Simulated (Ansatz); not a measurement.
**Na_i (void) in CaO (Fm-3m): charge-transition levels and formation energies**

Aim: at which Fermi levels does Na_i (void) in CaO (Fm-3m) change its charge? The model is a cell of 54 host atoms with 1 Na put in.

Method: place-levels on r2SCAN runs: charge-transition levels and formation energies with image-charge correction and potential alignment at the atomic sites; PAW set soft_1, in Ansatz 0.2.0.

## Step 1: The starting structure

The cell holds 55 atoms: 27 Ca, 27 O and 1 Na. Cell: a = 10.173 Å, b = 10.173 Å, c = 10.173 Å, α = 60.0°, β = 60.0°, γ = 60.0°. It derives from CaO (space group Fm-3m). Nearest the centre at fractional (0.083, 0.750, 0.750): Na55 at 0.00 Å, O54 at 2.08 Å, Ca17 at 2.08 Å, Ca5 at 2.08 Å, O16 at 2.08 Å, O12 at 2.08 Å, Ca13 at 2.08 Å, Ca35 at 2.08 Å.

The host's dielectric constants go in as inputs: 3.85 for the electrons alone, 16.67 with the ions, computed on the host (DFPT, PBEsol, on the r2SCAN cell), and a cell off the functional's own equilibrium shifts the ionic part.

The cell's shortest repeat is 10.2 Å.

## Step 2: The runs of each charge state

A transition level is the Fermi level at which two charge states cost the same, so each charge needs its own total energy, at its own relaxed structure.

Each atom starts 0.05 Å or so off its site in a random direction: a symmetric start keeps its symmetry, and would miss off-centre moves and Jahn–Teller distortions. Forces are taken at one point at (¼, ¼, ¼). The cell holds 1 electron fewer than the neutral one, with a uniform background that keeps it neutral on the whole.

The sampling was tested on the host first: at the k-points planned (1x1x1 shifted 0.25 0.25 0.25) its energy lies 0.005 eV an atom from the dense-mesh value, under the bound of 0.02 eV set for this test; that bounds the host's error, not the defect's.

One state's input; the others differ in charge, spin, start and seed, and in occupations where the table says so.

Contents of qp1.relax/input.yaml:

```yaml
crystal:
  lattice:
    - [0.0, 7.19307716, 7.19307716]
    - [7.19307716, 0.0, 7.19307716]
    - [7.19307716, 7.19307716, 0.0]
  atoms:
    - { symbol: Ca, position: [0.0, 0.0, 0.0] }
    - { symbol: O, position: [0.16666667, 0.16666667, 0.16666667] }
    - { symbol: Ca, position: [0.0, 0.0, 0.33333333] }
[... 1 atom line left out ...]
    - { symbol: Ca, position: [0.0, 0.0, 0.66666667] }
[... 1 atom line left out ...]
    - { symbol: Ca, position: [0.0, 0.33333333, 0.0] }
[... 2 atom lines left out ...]
    - { symbol: O, position: [0.16666667, 0.5, 0.5] }
[... 1 atom line left out ...]
    - { symbol: O, position: [0.16666667, 0.5, 0.83333333] }
    - { symbol: Ca, position: [0.0, 0.66666667, 0.0] }
[... 2 atom lines left out ...]
    - { symbol: O, position: [0.16666667, 0.83333333, 0.5] }
    - { symbol: Ca, position: [0.0, 0.66666667, 0.66666667] }
    - { symbol: O, position: [0.16666667, 0.83333333, 0.83333333] }
[... 16 atom lines left out ...]
    - { symbol: Ca, position: [0.33333333, 0.66666667, 0.66666667] }
[... 1 atom line left out ...]
    - { symbol: Ca, position: [0.66666667, 0.0, 0.0] }
[... 2 atom lines left out ...]
    - { symbol: O, position: [0.83333333, 0.16666667, 0.5] }
    - { symbol: Ca, position: [0.66666667, 0.0, 0.66666667] }
    - { symbol: O, position: [0.83333333, 0.16666667, 0.83333333] }
[... 1 atom line left out ...]
    - { symbol: O, position: [0.83333333, 0.5, 0.16666667] }
[... 3 atom lines left out ...]
    - { symbol: O, position: [0.83333333, 0.5, 0.83333333] }
    - { symbol: Ca, position: [0.66666667, 0.66666667, 0.0] }
[... 2 atom lines left out ...]
    - { symbol: O, position: [0.83333333, 0.83333333, 0.5] }
[... 1 atom line left out ...]
    - { symbol: O, position: [0.83333333, 0.83333333, 0.83333333] }
    - { symbol: Na, position: [0.083333, 0.75, 0.75] }
  host:
    repeats: [3, 3, 3]
    atoms:
      - { symbol: Ca, position: [0.0, 0.0, 0.0] }
      - { symbol: O, position: [0.5, 0.5, 0.5] }
total_charge: 1
basis:
  ecutwfc: 500
  xc_grid: 2
hamiltonian:
  xc: r2scan
  pseudopotentials: { kind: paw, azcp: { folder: soft_1 } }
kpoints:
  mp_grid: { grid: [1, 1, 1], shift: [0.25, 0.25, 0.25] }
scf:
  occupations: { method: fixed }
  max_iter: 60
output:
  forces: true
  charged_corrections:
    epsilon: 3.85
    static_epsilon: 16.67
    defect_position: [0.083333, 0.75, 0.75]
relax:
  f_tol: 0.02
  max_steps: 80
  random_displacement: { amplitude: 0.05, seed: 925 }
checkpoint:
  write: "../qp1.relax.run"
  compress: false
  write_wavefunctions: true
  write_every: 100000
```

Launch:

```bash
$ ansatz run input.yaml --threads 4 --pin off --max-ram 7536MiB --backend cpu --events-out ev --progress --plain --runs-dir out
```

The relaxed structure is kept and the sampling changed to a 2×2×2 shifted mesh.

The run of this state that the levels use, under r2SCAN:

Contents of qp1.point/input.yaml:

```yaml
crystal:
  checkpoint: "../qp1.relax.run"
  host: checkpoint
total_charge: 1
basis:
  ecutwfc: 500
  xc_grid: 2
hamiltonian:
  xc: r2scan
  pseudopotentials: { kind: paw, azcp: { folder: soft_1 } }
kpoints:
  mp_grid: { grid: [2, 2, 2], shift: [0.5, 0.5, 0.5] }
scf:
  occupations: { method: fermi_dirac, width: 0.01 }
  max_iter: 60
output:
  forces: true
  eigenvalues: true
  charged_corrections:
    epsilon: 3.85
    static_epsilon: 16.67
    defect_position: [0.083333, 0.75, 0.75]
  eigenstates: { localisation: true }
  populations: true
  band_densities: [{ bands: [v1, v1] }, { bands: [c1, c1] }]
  write_density: true
  write_potential: true
  volumetric_format: npy
  elf: true
checkpoint:
  read: "../qp1.relax.run"
  write: "../qp1.point.run"
  compress: false
  write_wavefunctions: false
  write_every: 100000
```

Relaxations under r2SCAN at one point at (¼, ¼, ¼); times on 4 threads of Arm Neoverse V1, shared host:

```
charge  moment (μB)  occupations    outcome  steps  largest displacement against the far atoms (Å)     time
     0            1        fixed  converged     10                                            0.29  6.3 min
    +1            0        fixed  converged      5                                            0.28     95 s
```

Single points under r2SCAN at a 2×2×2 shifted mesh; times on 4 threads of Arm Neoverse V1, shared host:

```
charge  moment (μB)  occupations    outcome     time
     0            1  fermi-dirac  converged  4.6 min
    +1            0  fermi-dirac  converged  1.7 min
```

Distances (Å) from Na55 to the nearest atoms after relaxation with r2SCAN:

| charge | moment (μB) | 1. | 2. | 3. | 4. | 5. | 6. |
| --- | --- | --- | --- | --- | --- | --- | --- |
| 0 | 1 | O 2.10 | O 2.10 | O 2.10 | O 2.11 | Ca 2.35 | Ca 2.35 |
| +1 | 0 | O 2.10 | O 2.10 | O 2.10 | O 2.11 | Ca 2.35 | Ca 2.35 |

## Step 3: Placing the levels, r2SCAN

A charged cell interacts with its images and the background, and its potential has another zero than the host's. place-levels removes the first by a point-charge model, screened by the static dielectric constant since the ions have relaxed around the charge, and the second by comparing potentials at atoms far from the defect.

The host is a run of the defect-free crystal in the same cutoffs, grids and k-points, so that basis and sampling errors cancel in part in the differences. The host is run in a cell of 2 atoms on a matching mesh. Its band edges are searched through the zone by a band path, so the gap is smaller than, or equal to, that on the mesh. Chemical potentials are energies per atom of Na (bcc), run with the same functional and cutoff.

Contents of levels.point.yaml:

```yaml
host:
  run: host.point.run
states: [q0_M1.point.run, qp1.point.run]
geometry_from:
  q0_M1.point.run: q0_M1.relax.run
  qp1.point.run: qp1.relax.run
chemical_potentials:
  Na:
    energy: -1488.616329
    dataset: <sha256 of the dataset>
epsilon: 3.85
static_epsilon: 16.67
vertical:
  - { from: qp1.point.run, to: qp1.point_neutral.run }
```

Launch:

```bash
$ ansatz place-levels levels.point.yaml -- --threads 4 --pin off --max-ram 7536MiB
```

Numbers of over 12 decimals in the logs are rounded to 6 here.

Output:

```text
[... repeated set-up lines and file paths are left out, and long positions are rounded to six places ...]
(+1/0) 4.226 eV above the valence edge (+4.292 eV without the band-filling correction), in the conduction band
formation energy of charge +1: +1.171 eV with the Fermi level at the valence edge
formation energy of charge 0: +5.397 eV with the Fermi level at the valence edge
vertical +1 to 0: no energy, since no alignment is typed
  the change from vertical[0].from (qp1.point.run) to vertical[0].to (qp1.point_neutral.run): by its potential at epsilon 3.85 it stands at 0.825 0.490 0.491, with an rms radius of about 6.0 Å (3.5 3.5 3.5 Å across the planes of the cell's vectors); [...]
  edges by r2scan, gap 4.197 eV; the host is sampled to repeats of 20.35 Å
  the defect's cells are sampled to repeats of 20.35 Å, like sampling
  charge +1: -66135.4132 eV with its correction of +0.358 eV, at epsilon 16.67, aligned at sites: +0.2208 eV, mean over 22 atomic sites at or beyond 5.09 Å from the defect at [0.0833, 0.7500, 0.7500], with +0.000000 for the charge's moments and without [...]
  charge 0: +0.000 eV for its dipole among its images, +0.000 omitted
  states[0] (q0_M1.point.run): levels filled in part (TS 0.003 eV): its energy is of no whole electron's
  of states[1] (qp1.point.run): how wide its charge is, is not read beside other atoms or cores, and a band state would take no correction. [...]
  of states[0] (q0_M1.point.run): a band-filling correction moves a carrier to the host's band edge, which changes its energy by -0.065 eV; [...]
  of vertical[0].from (qp1.point.run): it parts from the run at its places by a charge that spreads by about 3.5 Å along one vector (1.4 Å or more is wide), by its potential at epsilon 3.85, taken for that of held ions (one typed too small widens it), where [...]
  vertical[0].to (qp1.point_neutral.run): levels filled in part (TS 0.003 eV): its energy is of no whole electron's
  of vertical[0].to (qp1.point_neutral.run): its moments are held at its close (magnetization.spin_locking), by a field of 0.084 eV a Bohr magneton, and its energy and levels are of the state that this holds: a run that lets them go can end lower; [...]
```

Elapsed: 0.22 s, on 4 threads of Arm Neoverse V1, shared host.

Levels between the charges placed, in eV above the valence top:

|  | gap (eV) | (+1/0) |
| --- | --- | --- |
| r2SCAN | 4.20 | 4.23 |

Corrections by state:

```csv
charge,moment (μB),image terms and alignment (eV),band filling (eV),ε used,"over the lowest of its charge, as the program ranks them, band filling apart (eV)"
+1,0.0,0.358,-,16.67,0.000
0,1.0,0.000,-0.065,-,0.000
```

The charged structures listed were also run neutral, and place-levels reads from each pair, by the potential or the spins, how wide the charge is by which they differ; that can be the carrier of either run.

| charge | rms radius (Å) | spread where it is widest against the cell (Å) | wide from (Å) | reading |
| --- | --- | --- | --- | --- |
| +1 | 6.0 | 3.46 | 1.44 | wide |

The neutral runs of these pairs need not share the spin of the lowest neutral state, and very wide values only mean spread over the cell.

From the program's caveats on the states, each cut to its opening words:

- charge +1: how wide its charge is, is not read beside other atoms or cores, and a band state would take no correction
- charge 0 (1 μB): a band-filling correction moves a carrier to the host's band edge, which changes its energy by -0.065 eV
- charge 0 (1 μB): its moments are held at its close (magnetization.spin_locking), by a field of 0.082 eV a Bohr magneton, and its energy and levels are of the state that this [...]
- charge 0 (1 μB): flagged: stability check not made

The host's formation energy from the elements is -3.216 eV per atom; it sets how far the chemical potentials can move.

Formation energies (eV), Ca-rich (Δμ(Ca) = 0.00 eV, Δμ(O) = -6.43 eV, Δμ(Na) = 0.00 eV):

```
charge  Fermi level at the valence top  at the conduction bottom
    +1                            1.17                      5.37
     0                            5.40                      5.40
```

Formation energies (eV), O-rich (Δμ(O) = 0.00 eV, Δμ(Ca) = -6.43 eV, Δμ(Na) = 0.00 eV):

| charge | Fermi level at the valence top | at the conduction bottom |
| --- | --- | --- |
| +1 | 1.17 | 5.37 |
| 0 | 5.40 | 5.40 |

## Step 4: Effect of the sampling

The relaxations' own energies give the levels at their sampling, for comparison.

Contents of levels.relax_mesh.yaml:

```yaml
host:
  run: host.relax.run
states: [q0_M1.relax.run, qp1.relax.run]
chemical_potentials:
  Na:
    energy: -1488.616329
    dataset: <sha256 of the dataset>
```

Launch:

```bash
$ ansatz place-levels levels.relax_mesh.yaml -- --threads 4 --pin off --max-ram 7536MiB
```

Output:

```text
[...]
formation energy of charge +1: +1.165 eV with the Fermi level at the valence edge
formation energy of charge 0: +5.387 eV with the Fermi level at the valence edge
  edges by r2scan, gap 4.183 eV; the host is sampled to repeats of 10.17 Å
[... the lines on each state left out ...]
```

Run time: 0.09 s. Hardware: 4 threads.

Levels between neighbouring charges, in eV above the valence top:

```csv
,gap (eV),(+1/0)
"one point at (¼, ¼, ¼)",4.18,4.22
a 2×2×2 shifted mesh,4.20,4.23
```

Going from one point at (¼, ¼, ¼) to a 2×2×2 shifted mesh moves formation energies against the elements by up to 0.01 eV; band-filling terms, which differ between samplings, are in these energies.

## Step 5: What came out

| Quantity | Value |
| --- | --- |
| gap of the host | 4.20 eV (r2SCAN) |
| level (plus 1/0) | 4.23 eV above the valence top, past the conduction bottom (4.29 eV above the valence top without the band-filling term) |
| lowest of the charges placed, just above the valence top (0.02 eV) | +1 |
| lowest of the charges placed, just below the conduction bottom (0.02 eV) | +1 |
| lowest formation energy at mid-gap of the charges run, Ca-rich | 3.27 eV |
| lowest formation energy at mid-gap of the charges run, O-rich | 3.27 eV |

What this shows: Of the charges placed (0 and +1), +1 is the lowest from 0.02 eV above the valence top to 0.02 eV below the conduction bottom, a gap of 4.20 eV. Charges above +1 and below 0 were not placed, so these runs say nothing of levels that involve them. States placed: +1 at 0 μB; 0 at 1 μB. Other spin states or structures, where not listed, weren't placed. The program finds carriers beyond a band edge of the host and adds a band-filling term at charge 0 (-0.07 eV); steps to such a charge show no bound level, and a defect level inside a band would be read the same way. Na is taken at its element; compounds, which aren't counted here, bound the chemical potentials and would shift these formation energies. Going from one point at (¼, ¼, ¼) to a 2×2×2 shifted mesh moves formation energies against the elements by up to 0.01 eV; band-filling terms, which differ between samplings, are in these energies. What this leaves open: r2SCAN makes the gap too small and tends to spread out bound carriers; where a gas molecule sets a chemical potential or the host's formation energy, its binding is uncorrected.

[Logs are printed without paths, hosts, clocks, repeated set-up lines and the standing remarks that a program may print on its own settings, such as how far it seeks lower states.]

[Hosts, paths, dates, database ids (printed as entryN), source tags and the programs' standing remarks are cut or masked in the printed files.]

[Where a table of states has a column of steps, it counts the stored structures, which are thinned; the runs took as many ionic steps or more.]

[A defect's name tells the site on which it was built; relaxed atoms can leave that site.]

[For some hosts the program warned that the k-mesh of the response run may be too coarse for force constants and the static dielectric constant; such warnings are not shown here.]
